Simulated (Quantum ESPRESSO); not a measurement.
**KI (Fm-3m): phonon deformation potentials, worked out**

Wanted: the shift of the optical mode of KI (Fm-3m) in a strained (001) layer.

Main program and level: Quantum ESPRESSO 7.5; DFT LDA, scalar-relativistic, plane waves, PseudoDojo norm-conserving pseudopotentials.

### Step 1. The relaxed structure

It takes space group Fm-3m (No. 225, cubic). Conventional cell: a = 6.817 Å, b = 6.817 Å, c = 6.817 Å, α = 90.00°, β = 90.00°, γ = 90.00°. Nearest to K lie 6 I at 3.41 Å. Nearest to I lie 6 K at 3.41 Å. Farther neighbours and most contacts between anions are not listed.

This is the cell after its relaxation at this level of theory, not the database cell from which that began.

### Step 2. Uniaxial strain

The relaxed cell is stretched along z alone. This keeps all atoms on sites fixed by symmetry and splits the threefold mode into a singlet, polarised along z, and a doublet. The macroscopic field is left out, so these are transverse modes. Cutoff 79 Ry, k mesh 8×8×8.

From the response at ε_zz = 0.01:

Log:

```text
[banners, grids, parts of the stress and lines that vanish by symmetry left out]
Program PHONON v.7.5
     Reading xml data from directory:

[...]
Exchange-correlation= PW
                           (   1   4   0   0   0   0   0)
[...]
kinetic-energy cut-off    =      79.0000  Ry
     charge density cut-off    =     316.0000  Ry
     convergence threshold     =      1.0E-18
[...]
Exchange-correlation= PW
                           (   1   4   0   0   0   0   0)
[...]
q = (   0.0000000   0.0000000   0.0000000 )
     17 Sym.Ops. (with q -> -q+G )
     G cutoff =  670.9202  (  51173 G-vectors)     FFT grid: ( 54, 54, 54)
     number of k points=    59
[...]
Mode symmetry, D_4h(4/mmm) point group:
[...]
Representation #   1 mode #   1
[...]
End of self-consistent calculation
     Convergence has been achieved
     Representation #   2 mode #   2
[...]
End of self-consistent calculation
     Convergence has been achieved
     Representation #   3 modes #   3   4
[...]
End of self-consistent calculation
     Convergence has been achieved
     Representation #   4 modes #   5   6
[...]
End of self-consistent calculation
     Convergence has been achieved
[...]
q = (    0.000000000   0.000000000   0.000000000 )
[...]
freq (    1) =       0.010908 [THz] =       0.363863 [cm-1]
     freq (    2) =       0.011167 [THz] =       0.372486 [cm-1]
     freq (    3) =       0.011167 [THz] =       0.372486 [cm-1]
     freq (    4) =       3.171319 [THz] =     105.783799 [cm-1]
     freq (    5) =       3.458399 [THz] =     115.359778 [cm-1]
     freq (    6) =       3.458399 [THz] =     115.359778 [cm-1]
[...]
Mode symmetry, D_4h(4/mmm) point group:
     freq (   1-   1) =          0.4  [cm-1]   --> A_2u X_4' M_4'  I
     freq (   2-   3) =          0.4  [cm-1]   --> E_u  X_5' M_5'  I
     freq (   4-   4) =        105.8  [cm-1]   --> A_2u X_4' M_4'  I
     freq (   5-   6) =        115.4  [cm-1]   --> E_u  X_5' M_5'  I

   JOB DONE.
```

```
  ε_zz  singlet (cm⁻¹)  doublet (cm⁻¹)  σ_zz (GPa)  σ_xx (GPa)
 -0.01          124.04          114.04      -0.430      -0.036
-0.005          119.36          114.42      -0.206      -0.017
     0          114.76          114.76       0.003       0.003
 0.005          110.23          115.07       0.197       0.022
  0.01          105.78          115.36       0.378       0.041
```

Stress is counted positive in tension.

### Step 3. The fit

To first order ω² − ω₀² = p ε_zz + q (ε_xx + ε_yy) for the mode along z, and likewise for x and y. With ε_zz alone the singlet gives p and the doublet q.

The linear terms of parabolas through ω² are p = -15.93 ω₀² and q = 1.15 ω₀², with ω₀ = 114.8 cm⁻¹. Those of the stresses are C11 = 40 GPa and C12 = 4 GPa. Under hydrostatic strain p and q imply γ = −(p + 2q)/(6 ω₀²) = 2.27.

A layer held to an in-plane strain ε and free along z takes ε_zz = −2 (C12/C11) ε = -0.191 ε. To first order the singlet then shifts by (q − p C12/C11) ε / ω₀ = 306 ε cm⁻¹. For ε = -0.006, ε_zz = 0.00115, the formulas for ω² predict 112.90 cm⁻¹ for the singlet and 119.81 cm⁻¹ for the doublet.

### Step 4. A biaxially strained cell

This run was no part of the fit.

Log:

```text
[banners, grids, parts of the stress and lines that vanish by symmetry left out]
[banner, memory and clock lines left out]
Program PHONON v.7.5

[...]
Exchange-correlation= PW
                           (   1   4   0   0   0   0   0)
[...]
kinetic-energy cut-off    =      79.0000  Ry
     charge density cut-off    =     316.0000  Ry
     convergence threshold     =      1.0E-18
[...]
Exchange-correlation= PW
                           (   1   4   0   0   0   0   0)
[...]
q = (   0.0000000   0.0000000   0.0000000 )
     17 Sym.Ops. (with q -> -q+G )
     G cutoff =  661.0353  (  50189 G-vectors)     FFT grid: ( 54, 54, 54)
     number of k points=    59
[...]
Mode symmetry, D_4h(4/mmm) point group:
[...]
Representation #   1 mode #   1
[...]
End of self-consistent calculation
     Convergence has been achieved
     Representation #   2 mode #   2
[...]
End of self-consistent calculation
     Convergence has been achieved
     Representation #   3 modes #   3   4
[...]
End of self-consistent calculation
     Convergence has been achieved
     Representation #   4 modes #   5   6
[...]
End of self-consistent calculation
     Convergence has been achieved
[...]
q = (    0.000000000   0.000000000   0.000000000 )
[...]
freq (    1) =       0.006262 [THz] =       0.208863 [cm-1]
     freq (    2) =       0.008538 [THz] =       0.284788 [cm-1]
     freq (    3) =       0.008538 [THz] =       0.284788 [cm-1]
     freq (    4) =       3.383871 [THz] =     112.873798 [cm-1]
     freq (    5) =       3.596362 [THz] =     119.961729 [cm-1]
     freq (    6) =       3.596362 [THz] =     119.961729 [cm-1]
[...]
Mode symmetry, D_4h(4/mmm) point group:
     freq (   1-   1) =          0.2  [cm-1]   --> A_2u X_4' M_4'  I
     freq (   2-   3) =          0.3  [cm-1]   --> E_u  X_5' M_5'  I
     freq (   4-   4) =        112.9  [cm-1]   --> A_2u X_4' M_4'  I
     freq (   5-   6) =        120.0  [cm-1]   --> E_u  X_5' M_5'  I
```

```
   mode  predicted (cm⁻¹)  run (cm⁻¹)
singlet            112.90      112.87
doublet            119.81      119.96
```

The stress along z is 0.003 GPa and that in the plane -0.270 GPa; the unstrained cell carries 0.003 GPa.

### Step 5. Summary of results

| Item | Value |
| --- | --- |
| p (in units of the squared frequency) | -15.93 |
| q (same units) | 1.146 |
| shift of the singlet per unit of biaxial strain | 306 cm⁻¹ |
| C11 and C12 | 40 and 4 GPa |

What this shows: To first order, one per cent of tensile biaxial strain moves the singlet of KI (Fm-3m) by 3.1 cm⁻¹ and the doublet by -8.6 cm⁻¹; the formulas miss the test run by up to 0.15 cm⁻¹. In the rock-salt structure this mode is infrared active and has no first-order Raman line. The third potential, r, needs shear strain, which was not run. These are harmonic values at zero temperature.

[Host names and launcher messages were left out of these logs when they were recorded.]

[Logs are printed without paths, hosts, clocks, repeated set-up lines and the standing remarks that a program may print on its own settings, such as how far it seeks lower states.]

[Hosts, paths, dates, database ids (printed as entryN), source tags and the programs' standing remarks are cut or masked in the printed files.]
